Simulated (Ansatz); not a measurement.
**InCu2SiS4, from a guessed structure to a relaxed one**

Starting from a made-up structure for InCu2SiS4, the aim is the relaxed cell, its shortest contacts and, where a second run follows, its electronic structure.

Method: DFT, PBE, plane-wave PAW, files of the set soft_1, scalar-relativistic, ferromagnetic start, cell and ions relaxed at zero pressure; PAW set soft_1, in the first sound run; inputs show where later runs differ, in Ansatz 0.2.0.

## 1. The structure

Symmetry: I-42m, No. 121, tetragonal system. The conventional cell has a = 5.545 Å, b = 5.545 Å, c = 11.044 Å, α = 90.00°, β = 90.00°, γ = 90.00°. Nearest to In lie 4 S at 2.39 Å. Cu has 4 S at 2.36 Å nearest. Nearest to S lie 2 Cu at 2.36 Å and 1 In at 2.39 Å and 1 Si at 2.48 Å. Si has 4 S at 2.48 Å nearest. Farther neighbours and most contacts between anions are not listed.

## 2. Relaxing cell and atoms

The guessed cell has no reason to be at equilibrium. It is relaxed with the atoms, within the space group of the guess.

The input, input.yaml:

```yaml
crystal:
  lattice:
    - [-2.7725, 2.7725, 5.522]
    - [2.7725, -2.7725, 5.522]
    - [2.7725, 2.7725, -5.522]
  atoms:
    - { symbol: In, position: [0.0, 0.0, 0.0] }
    - { symbol: Cu, position: [0.25, 0.75, 0.5], spin: 0.6 }
    - { symbol: Cu, position: [0.75, 0.25, 0.5], spin: 0.6 }
    - { symbol: S, position: [0.1117, 0.1117, 0.4856] }
    - { symbol: S, position: [0.6261, 0.6261, 0.5144] }
    - { symbol: S, position: [0.8883, 0.3739, 0.0] }
    - { symbol: S, position: [0.3739, 0.8883, 0.0] }
    - { symbol: Si, position: [0.5, 0.5, 0.0] }
magnetization:
  spin_polarized: true
kpoints:
  mp_grid: { grid: [7, 7, 7] }
scf:
  occupations: { method: fermi_dirac, width: 0.05 }
hamiltonian:
  xc: pbe
  pseudopotentials: { kind: paw, azcp: { folder: soft_1 } }
relax:
  f_tol: 0.015
  max_steps: 70
  cell: {}
output:
  forces: true
  stress: true
```

Started as:

```sh
$ ansatz run input.yaml --threads 4 --pin off --max-ram 10240MiB --backend cpu --events-out ev --progress --plain --runs-dir out
```

Numbers of over 12 decimals in the logs are rounded to 6 here.

The program printed:

```text
Engine: ansatz 0.2.0, aarch64-unknown-linux-gnu
Pseudopotentials: kind: paw
Pseudopotential: In, paw, valence charge 13, recommended cutoff 420 eV (normal), soft_1/In.paw.azcp
Pseudopotential: Cu, paw, valence charge 19, recommended cutoff 420 eV (normal), soft_1/Cu.paw.azcp
Pseudopotential: S, paw, valence charge 6, recommended cutoff 420 eV (normal), soft_1/S.paw.azcp
Pseudopotential: Si, paw, valence charge 4, recommended cutoff 420 eV (normal), soft_1/Si.paw.azcp
Functional definition: PBE
  parameter kappa = 0.804
  parameter beta = 0.066725
  exchange = pbe_x(kappa = kappa, mu = beta*pi^2/3)
  correlation = pbe_c(beta = beta)
Crystal: 8 atoms, lattice volume = 169.785 Å³
Basis set: ecut = 420 eV, 3371 PW (Γ), exchange–correlation on 96×96×96 points (8 copies of the dense FFT grid, shifted against one another)
Bands: 49, of which v1, the nominal top of the filled ones, is band 40 counted from 1 (39 counted from 0)
Symmetry: 8 space group operations
Space group: I-42m (ITA 121), of the structure as read, at distance tolerance 5.5e-5 Å
Magnetic group: BNS 121.327 (UNI 987), of the structure as read, at distance tolerance 5.5e-5 Å
k-points: 40 of 343 (time reversal used)
Non-local potential: In, projectors of the file, l = 0: 2, l = 1: 2, l = 2: 2, l = 3: 1
Non-local potential: Cu, projectors of the file, l = 0: 3, l = 1: 2, l = 2: 3, l = 3: 1
Non-local potential: S, projectors of the file, l = 0: 2, l = 1: 2, l = 2: 1
Non-local potential: Si, projectors of the file, l = 0: 2, l = 1: 2, l = 2: 1
PAW form: soft (Blöchl's): semilocal exchange-correlation on the pseudo side does not see the compensation charge
PAW one-centre angular grid: In, 590 points (default); XC on 64 Gauss nodes
PAW one-centre angular grid: Cu, 590 points (default); XC on 64 Gauss nodes
PAW one-centre angular grid: S, 110 points (default); XC on 64 Gauss nodes
PAW one-centre angular grid: Si, 110 points (default); XC on 64 Gauss nodes
Initial density: superposition of atomic densities (chi_scale 0.1, normalization cell, long waves kept (reshape's long-wave potential 0.04 eV rms))
Starting moments: Σ|m| = 1.2 μB on 2 of 8 sites
Initial wavefunctions: pseudopotential atomic-orbital guess
Functional: x = pbe(κ = 0.804, μ = 0.219515), c = pbe(β = 0.066725)
SCF iter   1: F=—  HF=-23101.224038 eV  |F-HF|=—  |Δ(HF+E_count)|=         —  Δρ=1.51e-1 (↑1.26e-1 ↓1.51e-1)  dr2=1.11e2  dr2_m=2.82e-1  M=1.457 μB ∫|m|=1.814 μB  β_m=1.00  ethr=3.10e-3  ⟨swp⟩=9.1  Hψ=18565  notcnv=0
preconditioner: auto → Kerker (q_TF=auto, 2.402 Å⁻¹)  [metal: Δε(μ)=0.011 eV  Ē_g=9.530 eV  σ=0.050 eV  W_gap=0.06  n_scr=36 (ndim 8)  ℏωp=22.6 eV  f_vac=0.000  D(μ)=8.66/eV (n_scr^D=68)]
spin=Collinear: Kerker preconditioning applied to the charge; magnetization (m = ρ↑ − ρ↓) channel mixes plain (no charge-response kernel on spin).
SCF iter   2: F=—  HF=-23099.965215 eV  |F-HF|=—  |Δ(HF+E_count)|=    1.26e0  Δρ=1.10e-1 (↑2.90e-2 ↓1.10e-1)  dr2=1.64e1  dr2_m=3.07e0  M=0.001 μB ∫|m|=0.152 μB  β_m=0.30  ethr=3.10e-3  ⟨swp⟩=4.0  Hψ=11638  notcnv=0  defer=99
SCF iter   3: F=—  HF=-23094.565851 eV  |F-HF|=—  |Δ(HF+E_count)|=    5.40e0  Δρ=4.68e-2 (↑1.87e-2 ↓4.68e-2)  dr2=1.98e0  dr2_m=1.37e0  M=0.046 μB ∫|m|=0.201 μB  β_m=0.30  ethr=3.10e-3  ⟨swp⟩=3.0  Hψ=8787  notcnv=0  defer=315
SCF iter   4: F=—  HF=-23094.572105 eV  |F-HF|=—  |Δ(HF+E_count)|=   6.25e-3  Δρ=3.87e-2 (↑3.87e-2 ↓6.76e-3)  dr2=2.07e0  dr2_m=5.87e-1  M=0.099 μB ∫|m|=0.254 μB  β_m=0.30  ethr=2.51e-3  ⟨swp⟩=2.8  Hψ=8339  notcnv=0  defer=307
SCF iter   5: F=—  HF=-23094.376345 eV  |F-HF|=—  |Δ(HF+E_count)|=   1.96e-1  Δρ=3.02e-2 (↑4.60e-3 ↓3.02e-2)  dr2=8.80e-1  dr2_m=4.29e-1  M=0.027 μB ∫|m|=0.125 μB  β_m=0.30  ethr=2.51e-3  ⟨swp⟩=2.2  Hψ=6321  notcnv=0  defer=292
SCF iter   6: F=—  HF=-23094.301375 eV  |F-HF|=—  |Δ(HF+E_count)|=   7.50e-2  Δρ=1.53e-2 (↑8.70e-3 ↓1.53e-2)  dr2=9.68e-2  dr2_m=2.21e-1  M=0.027 μB ∫|m|=0.110 μB  β_m=0.30  ethr=1.11e-3  ⟨swp⟩=2.0  Hψ=5810  notcnv=0  defer=302
SCF iter   7: F=—  HF=-23094.285232 eV  |F-HF|=—  |Δ(HF+E_count)|=   1.61e-2  Δρ=9.39e-3 (↑8.23e-3 ↓9.39e-3)  dr2=1.40e-2  dr2_m=1.19e-1  M=0.023 μB ∫|m|=0.089 μB  β_m=0.30  ethr=1.23e-4  ⟨swp⟩=2.3  Hψ=6146  notcnv=0  defer=306
Mixer restart at iter 7: flushing history
spin-set hold released at iteration 7 (site moments contracting): the magnetisation degrees of freedom join the quasi-Newton model from the next iteration; the mixer history was flushed
SCF iter   8: F=—  HF=-23094.293962 eV  |F-HF|=—  |Δ(HF+E_count)|=   8.73e-3  Δρ=8.20e-3 (↑8.20e-3 ↓4.84e-3)  dr2=1.13e-2  dr2_m=6.45e-2  M=0.020 μB ∫|m|=0.073 μB  β_m=0.63  ethr=1.77e-5  ⟨swp⟩=2.1  Hψ=5329  notcnv=0  defer=306
SCF iter   9: F=—  HF=-23094.325011 eV  |F-HF|=—  |Δ(HF+E_count)|=   3.10e-2  Δρ=5.78e-3 (↑1.45e-3 ↓5.78e-3)  dr2=5.76e-2  dr2_m=7.59e-3  M=0.008 μB ∫|m|=0.032 μB  β_m=0.58  ethr=1.43e-5  ⟨swp⟩=2.0  Hψ=7544  notcnv=0  defer=303
SCF iter  10: F=—  HF=-23094.310759 eV  |F-HF|=—  |Δ(HF+E_count)|=   1.43e-2  Δρ=7.90e-4 (↑5.83e-4 ↓7.90e-4)  dr2=2.53e-3  dr2_m=3.43e-5  M=0.002 μB ∫|m|=0.009 μB  β_m=0.64  ethr=1.43e-5  ⟨swp⟩=2.0  Hψ=7812  notcnv=0  defer=303
SCF iter  11: F=—  HF=-23094.310764 eV  |F-HF|=—  |Δ(HF+E_count)|=   5.29e-6  Δρ=1.43e-4 (↑1.43e-4 ↓1.37e-4)  dr2=1.67e-4  dr2_m=2.01e-6  M=0.002 μB ∫|m|=0.005 μB  β_m=0.82  ethr=3.20e-6  ⟨swp⟩=2.0  Hψ=4478  notcnv=0  defer=303
SCF iter  12: F=—  HF=-23094.310946 eV  |F-HF|=—  |Δ(HF+E_count)|=   1.81e-4  Δρ=1.49e-4 (↑9.74e-5 ↓1.49e-4)  dr2=1.17e-4  dr2_m=1.90e-6  M=0.001 μB ∫|m|=0.003 μB  β_m=0.91  ethr=2.11e-7  ⟨swp⟩=2.0  Hψ=5263  notcnv=0  defer=303
SCF iter  13: F=—  HF=-23094.311015 eV  |F-HF|=—  |Δ(HF+E_count)|=   6.95e-5  Δρ=3.82e-5 (↑3.25e-5 ↓3.82e-5)  dr2=8.79e-6  dr2_m=2.12e-8  M=0.000 μB ∫|m|=0.000 μB  β_m=0.95  ethr=1.49e-7  ⟨swp⟩=2.0  Hψ=5386  notcnv=0  defer=303
SCF iter  14: F=—  HF=-23094.310956 eV  |F-HF|=—  |Δ(HF+E_count)|=   5.93e-5  Δρ=1.90e-5 (↑7.62e-6 ↓1.90e-5)  dr2=1.07e-6  dr2_m=7.33e-8  M=-0.000 μB ∫|m|=0.000 μB  β_m=0.98  ethr=1.11e-8  ⟨swp⟩=2.0  Hψ=5700  notcnv=0  defer=303
SCF iter  15: F=—  HF=-23094.310956 eV  |F-HF|=—  |Δ(HF+E_count)|=   2.76e-7  Δρ=4.07e-6 (↑2.34e-6 ↓4.07e-6)  dr2=1.04e-7  dr2_m=4.70e-9  M=-0.000 μB ∫|m|=0.000 μB  β_m=0.99  ethr=1.35e-9  ⟨swp⟩=2.0  Hψ=5319  notcnv=0  defer=303
SCF iter  16: F=—  HF=-23094.310956 eV  |F-HF|=—  |Δ(HF+E_count)|=   4.38e-8  Δρ=9.90e-7 (↑9.90e-7 ↓9.02e-7)  dr2=1.83e-8  dr2_m=1.27e-10  M=-0.000 μB ∫|m|=0.000 μB  β_m=0.99  ethr=1.27e-10  ⟨swp⟩=4.0  Hψ=11775  notcnv=0
[...]
Basis set: ecut = 420 eV, 3185 PW (Γ), exchange–correlation on 90×90×90 points (8 copies of the dense FFT grid, shifted against one another)
Initial wavefunctions: pseudopotential atomic-orbital guess (no wavefunctions were taken with the density)
iter 1 solved again at ethr=6.99e-6 eV; its pass at ethr=3.10e-3 eV (dr2=5.52e-3 eV) is discarded
SCF iter   1: F=—  HF=-23095.623858 eV  |F-HF|=—  |Δ(HF+E_count)|=         —  Δρ=5.20e-4 (↑5.20e-4 ↓5.20e-4)  dr2=5.73e-5  dr2_m=9.99e-12  M=0.000 μB ∫|m|=0.000 μB  β_m=0.30  ethr=6.99e-6  ⟨swp⟩=3.1  Hψ=28430  notcnv=0
eigensolver tolerance schedule: the retry pair's looser diagonalisation over-reported the residual by 95.36 of it (diagonalisation noise at 0.27 of the residual, at the tolerance the schedule requests for it); recorded, not acted on — ethr = c·dr2/N_el stays at c = 1.0e-1
preconditioner: auto → Kerker (q_TF=auto, 2.418 Å⁻¹)  [metal: Δε(μ)=0.060 eV  Ē_g=9.973 eV  σ=0.050 eV  W_gap=0.29  n_scr=34 (ndim 8)  ℏωp=23.1 eV  f_vac=0.015  D(μ)=2.43/eV (n_scr^D=14)]
spin=Collinear: Kerker preconditioning applied to the charge; magnetization (m = ρ↑ − ρ↓) channel mixes plain (no charge-response kernel on spin).
SCF iter   2: F=—  HF=-23095.635903 eV  |F-HF|=—  |Δ(HF+E_count)|=   1.20e-2  Δρ=3.76e-4 (↑3.76e-4 ↓3.76e-4)  dr2=5.04e-5  dr2_m=5.80e-12  M=0.000 μB ∫|m|=0.000 μB  β_m=0.49  ethr=7.26e-8  ⟨swp⟩=2.0  Hψ=6464  notcnv=0
SCF iter   3: F=—  HF=-23095.644182 eV  |F-HF|=—  |Δ(HF+E_count)|=   8.28e-3  Δρ=1.94e-4 (↑1.94e-4 ↓1.94e-4)  dr2=7.77e-6  dr2_m=2.20e-12  M=0.000 μB ∫|m|=0.000 μB  β_m=0.73  ethr=6.38e-8  ⟨swp⟩=2.0  Hψ=5828  notcnv=0
SCF iter   4: F=—  HF=-23095.647269 eV  |F-HF|=—  |Δ(HF+E_count)|=   3.09e-3  Δρ=8.67e-6 (↑8.67e-6 ↓8.67e-6)  dr2=4.63e-7  dr2_m=1.29e-13  M=-0.000 μB ∫|m|=0.000 μB  β_m=0.67  ethr=9.83e-9  ⟨swp⟩=2.0  Hψ=5996  notcnv=0
SCF iter   5: F=—  HF=-23095.647353 eV  |F-HF|=—  |Δ(HF+E_count)|=   8.41e-5  Δρ=6.61e-6 (↑6.61e-6 ↓6.61e-6)  dr2=8.83e-8  dr2_m=4.89e-14  M=0.000 μB ∫|m|=0.000 μB  β_m=0.83  ethr=5.87e-10  ⟨swp⟩=2.0  Hψ=5439  notcnv=0
SCF iter   6: F=—  HF=-23095.647355 eV  |F-HF|=—  |Δ(HF+E_count)|=   1.65e-6  Δρ=2.94e-6 (↑2.94e-6 ↓2.94e-6)  dr2=1.67e-8  dr2_m=6.85e-15  M=0.000 μB ∫|m|=0.000 μB  β_m=0.82  ethr=1.12e-10  ⟨swp⟩=2.0  Hψ=5697  notcnv=0
SCF iter   7: F=—  HF=-23095.647356 eV  |F-HF|=—  |Δ(HF+E_count)|=   5.93e-7  Δρ=1.10e-6 (↑1.10e-6 ↓1.10e-6)  dr2=6.92e-9  dr2_m=7.43e-16  M=0.000 μB ∫|m|=0.000 μB  β_m=0.91  ethr=2.11e-11  ⟨swp⟩=2.0  Hψ=5590  notcnv=0
SCF iter   8: F=—  HF=-23095.647350 eV  |F-HF|=—  |Δ(HF+E_count)|=   6.06e-6  Δρ=6.92e-7 (↑6.92e-7 ↓6.92e-7)  dr2=2.81e-9  dr2_m=4.96e-16  M=0.000 μB ∫|m|=0.000 μB  β_m=0.91  ethr=8.76e-12  ⟨swp⟩=2.0  Hψ=6476  notcnv=0
SCF iter   9: F=—  HF=-23095.647350 eV  |F-HF|=—  |Δ(HF+E_count)|=   3.12e-9  Δρ=2.86e-7 (↑2.86e-7 ↓2.86e-7)  dr2=5.85e-10  dr2_m=3.94e-16  M=-0.000 μB ∫|m|=0.000 μB  β_m=0.96  ethr=3.56e-12  ⟨swp⟩=2.0  Hψ=5476  notcnv=0
SCF iter  10: F=-23095.647350 eV  HF=-23095.647350 eV  |F-HF|=5.09e-11  |Δ(HF+E_count)|=  3.93e-10  Δρ=4.04e-8 (↑4.04e-8 ↓4.03e-8)  dr2=8.76e-12  dr2_m=6.25e-16  M=-0.000 μB ∫|m|=0.000 μB  ethr=1.00e-12  ⟨swp⟩=3.0  Hψ=15786  notcnv=0
the starting moments were not kept: the SCF closed with an absolute magnetisation of 1.1e-8 μB, where they sum to 1.2 μB in size (2 sites). That is at most 0.1 of that sum. Measured as dr2_m measures the in/out step, that magnetisation stands 5.8e-18 eV from none, at or under the dr2_threshold of 8.0e-11 eV: it is no larger than a step whose dr2_m would equal this threshold.
SCF 9 converged in 10 iterations: F = -23095.647350 eV  dr2 = 8.76e-12
relax step   9: F+E_penalty+E_count = -23095.64734967 eV  Δ(F+E_penalty+E_count) = +9.436e-4 eV  max|allowed force component| = 4.054e-3 eV/Å  Δτ_max = 0.0000 Å  P = -0.026 GPa  Ω = 162.837 Å³  stress off target by 3.58e-2 GPa  SCF on the basis re-selected at this cell (its energy is not comparable with the rows above)  (10 SCF iters)
basis re-selected at this cell: Δ(F+E_penalty+E_count) = +9.436e-4 eV, ΔP = -0.008 GPa vs the last step (what re-selecting the basis moved, of the pressure what is left beyond the Pulay correction that the steps carried, after the strain that the cell walked since its last selection, with what the two solves' SCF thresholds leave and, on support functions, any second-order correction that the steps lacked; it is no measure of the basis error at this ecutwfc). The dense FFT grid was sized anew with the basis: this SCF ran on 45×45×45 points, the steps before it on 48×48×48, so part of this shift can come from that change (see relax.cell in the input reference). [rest of the remark cut]
SCF converged after 10 iterations
Magnetization: -0.0000 μB (39.5000 up, 39.5000 down)
Absolute magnetization: 0.0000 μB (∫|ρ↑−ρ↓|, with the PAW one-centre terms)
Spin contamination: 0.0000 ħ² per cell (⟨S²⟩ above its minimum at these occupations)
Per-site moments (μB) at R_I (Å): [(-7.033768450747403e-10, 1.125842), (1.9165208932525405e-10, 0.969172), (1.9165262082490684e-10, 0.969172), (-8.596079440499741e-10, 0.890454), (-8.59607772608318e-10, 0.890454), (-8.596078281102634e-10, 0.890454), (-8.596079382165041e-10, 0.890454), (-1.661035050396702e-11, 0.890454)]
Free energy (F): -23095.647350 eV
Harris-Foulkes:  -23095.647350 eV  (|F-HF|=5.09e-11)
Internal energy: -23095.627888 eV  (E = F + TS)
E sigma→0 (E₀):  -23095.637619 eV
Entropy (-TS):   -0.019461 eV (-2.433 meV/atom)
Fermi energy:    7.986383 eV
--- Per-component energies (eV) ---
  E_band       = -1073.517442
  E_kinetic    = 1200.986756
  E_local      = -14728.928313  (includes V_loc(G=0)·N_el)
  E_nonlocal   = 2282.352198
  E_hartree    = 6313.524555
  E_xc         = -691.038055
  E_vxc        = -643.206856  (∫ρ·V_xc dr)
  E_paw        = -10791.321401  (= ΣΔE_a)
  E_vpaw       = -1811.772470  (= ΣTr[D̂ρ^β])
  E_aug_tail   = 0.002150  (compensation charges beyond the density's cutoff)
  E_ewald      = -6681.205778
  E_smearing   = -0.019461  (= −TS)
  E_closure    = -0.000000  (closes the sum)
  Σ components = -23095.647350   (vs F -23095.647350, Δ=0.00e0)
--- Forces (eV/Å), atoms counted from 1 ---
  atom   1  In     0.00000000     0.00000000     0.00000000
  atom   2  Cu    -0.00000000     0.00000000     0.00000000
  atom   3  Cu    -0.00000000     0.00000000    -0.00000000
  atom   4  S      0.00091908     0.00091908    -0.00405441
  atom   5  S     -0.00091908    -0.00091908    -0.00405441
  atom   6  S      0.00091908    -0.00091908     0.00405441
  atom   7  S     -0.00091908     0.00091908     0.00405441
  atom   8  Si     0.00000000    -0.00000000     0.00000000
  max |Σ_I F_I| component: 1.78e-16 eV/Å
--- Stress (GPa, compression-positive) ---
       -0.021082      -0.000000      -0.000000
        0.000000      -0.021082       0.000000
       -0.000000       0.000000      -0.035844
  P = ⅓ Tr σ = -0.0260 GPa (-0.260 kbar)
--- Relaxed structure (8 steps of the walk, 8 accepted, 1 SCFs on fresh bases) ---
  F+E_penalty+E_count = -23095.64734967 eV   max|allowed force component| = 4.054e-3 eV/Å   (the final SCF, on the basis selected at the relaxed cell)
  cell:  # Å, volume = 162.8374 Å³
    - [-2.887411, 2.887411, 4.882888]
    - [2.887411, -2.887411, 4.882888]
    - [2.887411, 2.887411, -4.882888]
  atoms:
    - { symbol: In, position: [-1.9634229853051496e-19, -1.1813114091208052e-19, 0] }
    - { symbol: Cu, position: [0.250000, 0.75, 0.5] }
    - { symbol: Cu, position: [0.75, 0.250000, 0.5] }
    - { symbol: S, position: [0.155615, 0.155615, 0.583640] }
    - { symbol: S, position: [0.571975, 0.571975, 0.416360] }
    - { symbol: S, position: [0.844385, 0.428025, 0.0] }
    - { symbol: S, position: [0.428025, 0.844385, 0.0] }
    - { symbol: Si, position: [0.5, 0.5, 0] }
```

Elapsed: 2.6 min, on 4 threads of Arm Neoverse V1, shared host; peak memory 0.82 GiB.

Step by step:

```
step  energy less that of the first step (eV)  largest force component (eV/Å)  pressure (GPa)  volume (Å³)
   1                                   0.0000                          1.0789            0.26       169.79
   2                                  -0.4945                          0.3990           -1.35       169.60
   3                                  -0.9074                          0.6358            1.29       160.86
   4                                  -0.9890                          1.1611            5.57       155.68
   5                                  -1.2644                          0.2444            0.54       162.06
   6                                  -1.3191                          0.1042            0.14       162.83
   7                                  -1.3353                          0.0693            0.10       162.64
   8                                  -1.3373                          0.0036           -0.02       162.84
  9*                                  -1.3364                          0.0041           -0.03       162.84
```

Relaxation steps marked * repeat the geometry before them on a plane-wave basis chosen anew for their cell, so energy and pressure can jump there.

Forces are held to the 8 operations that the run works with; a distortion that breaks them can't arise in this run.

```
conventional cell, symmetrised  before  after   change
                         a (Å)   5.545  5.775   +4.1 %
                         b (Å)   5.545  5.775   +4.1 %
                         c (Å)  11.044  9.766  -11.6 %
              volume (Å³/atom)   21.22  20.35   -4.1 %
```

The atoms that moved most (Å, as changes of fractional coordinates times the final cell):

```
atom      dx      dy      dz  length
  S7  -0.283   0.283   0.050   0.403
  S6   0.283  -0.283   0.050   0.403
  S5  -0.283  -0.283  -0.050   0.403
  S4   0.283   0.283  -0.050   0.403
```

The relaxed structure:

```cif
data_structure
_symmetry_space_group_name_H-M 'P 1'
_symmetry_Int_Tables_number 1
_cell_length_a 6.3653
_cell_length_b 6.3653
_cell_length_c 6.3653
_cell_angle_alpha 126.048
_cell_angle_beta 126.048
_cell_angle_gamma 79.810
_cell_volume 162.84
loop_
_atom_site_label
_atom_site_type_symbol
_atom_site_fract_x
_atom_site_fract_y
_atom_site_fract_z
_atom_site_occupancy
In1 In 0.00000 0.00000 0.00000 1
Cu2 Cu 0.25000 0.75000 0.50000 1
Cu3 Cu 0.75000 0.25000 0.50000 1
S4 S 0.15561 0.15561 0.58364 1
S5 S 0.57197 0.57197 0.41636 1
S6 S 0.84439 0.42803 0.00000 1
S7 S 0.42803 0.84439 0.00000 1
Si8 Si 0.50000 0.50000 0.00000 1
```

This step gave:

* free energy: -23095.6473 eV
* energy at zero smearing: -23095.6376 eV
* smearing term TS: 0.01946 eV
* Fermi energy: 7.986 eV
* electrons: 79
* symmetry operations: 8
* pressure: -0.02600 GPa

The shortest distance of each pair, which need not be the same contact before and after:

```
 pair  guess (Å)  relaxed (Å)
 S–Si      2.483        2.159
 Cu–S      2.360        2.350
 In–S      2.392        2.729
  S–S      3.808        3.400
Cu–In      3.913        3.781
```

The relaxation ends with a largest force component of 0.0041 eV/Å and a pressure of -0.03 GPa. No moment survives the cycle: this start ends non-magnetic.

(Part 1 of 2 ends here.)

[Logs are printed without paths, hosts, clocks, repeated set-up lines and the standing remarks that a program may print on its own settings, such as how far it seeks lower states.]

[Hosts, paths, dates, database ids (printed as entryN), source tags and the programs' standing remarks are cut or masked in the printed files.]
